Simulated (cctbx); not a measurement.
# Diagnosing a refinement

Cell a = 6.3770 Å, b = 12.7860 Å, c = 9.4370 Å, α = 90.00°, β = 124.53°, γ = 90.00°; space group P2_1/c (no. 14).

The data are simulated with cctbx, not measured: Mo Kα, λ = 0.71073 Å, to d = 0.75 Å, 95 % of the full sphere, strongest reflection 5000 counts, noise from counting, a 2 % proportional error and a noise floor of 2 counts (s.d.); no absorption.

An anisotropic refinement with weights 1/σ² prints:

```text
Rint 0.034, 299 unique reflections to 1.30 A
cycle     R1     wR2    GooF  max shift (A)
   1  0.0209  0.0458   1.186   0.00886
   2  0.0174  0.0374   0.969   0.00000
final R1 0.0174 wR2 0.0374 GooF 0.969  parameters 51  data/parameter 5.9
atom        x        y        z      Ueq    occ   su(xyz)  su(Uiso or U11)
Te1    0.28632  0.67337  0.05356   0.0034  1.000  0.00019  0.0008
Te2    0.44662  0.43302  0.25284   0.0053  1.000  0.00019  0.0008
Te3    0.02370  0.42224  0.74894   0.0038  1.000  0.00019  0.0008
Rb1    0.77271  0.67334  0.50761   0.0098  1.000  0.00028  0.0011
V1     0.50000  0.50000  0.00000   0.0067  1.000  0.00000  0.0027
P1     0.16682  0.54291  0.12839   0.0083  1.000  0.00080  0.0031
difference map: max 0.53 min -0.47 rms 0.14
Q1    0.3025  0.6980  0.7777    4    0.54  2.44 A from Te2
Q2    0.2173  0.0609  0.9142    4    0.52  1.60 A from Rb1
Q3    0.4111  0.2238  0.4177    4    0.43  1.90 A from Te1
Q4    0.4127  0.1595  0.7606    4    0.42  1.21 A from Te2
Q5    0.1253  0.9929  0.0714    4    0.39  2.37 A from Te3
Q6    0.9969  0.9909  0.3641    4    0.37  1.27 A from P1
```

**Question.** Can this result stand? If not, what is the likely fault?

Mend it. The fault: data cut at low resolution. Against the right model at the same level, R1 goes from 0.0214 to 0.0174 and GooF from 0.93 to 0.97. The atoms are right, but there are too few data for the parameters: R1 flatters and the s.u.s grow. Data per parameter fall from 30.9 to 5.9.

The compound is Rb2VTe6P2. The right model at the same level gives:

```text
Rint 0.047, 1574 unique reflections to 0.75 A
cycle     R1     wR2    GooF  max shift (A)
   1  0.0334  0.0736   1.442   0.00111
   2  0.0214  0.0472   0.925   0.00000
final R1 0.0214 wR2 0.0472 GooF 0.925  parameters 51  data/parameter 30.9
atom        x        y        z      Ueq    occ   su(xyz)  su(Uiso or U11)
Te1    0.28620  0.67330  0.05346   0.0033  1.000  0.00006  0.0001
Te2    0.44668  0.43302  0.25280   0.0049  1.000  0.00007  0.0002
Te3    0.02363  0.42224  0.74885   0.0040  1.000  0.00006  0.0002
Rb1    0.77280  0.67330  0.50779   0.0089  1.000  0.00011  0.0002
V1     0.50000  0.50000  0.00000   0.0051  1.000  0.00000  0.0006
P1     0.16551  0.54315  0.12764   0.0073  1.000  0.00028  0.0006
difference map: max 1.52 min -1.39 rms 0.34
Q1    0.1887  0.6442  0.1629    4    1.59  1.32 A from P1
Q2    0.4821  0.2426  0.3569    4    1.32  1.51 A from Te1
Q3    0.4240  0.6411  0.9439    4    1.28  1.74 A from Te1
Q4    0.3921  0.6228  0.1411    4    1.23  0.96 A from Te1
Q5    0.1418  0.1171  0.1725    4    1.21  1.40 A from Te3
Q6    0.3869  0.5670  0.9754    4    1.19  1.06 A from V1
```

This is a model crystal, built by substitution and not relaxed, with assumed displacement parameters.

[Middle refinement cycles are left out of these outputs.]

[Logs are printed without paths, hosts, clocks, repeated set-up lines and the standing remarks that a program may print on its own settings, such as how far it seeks lower states.]
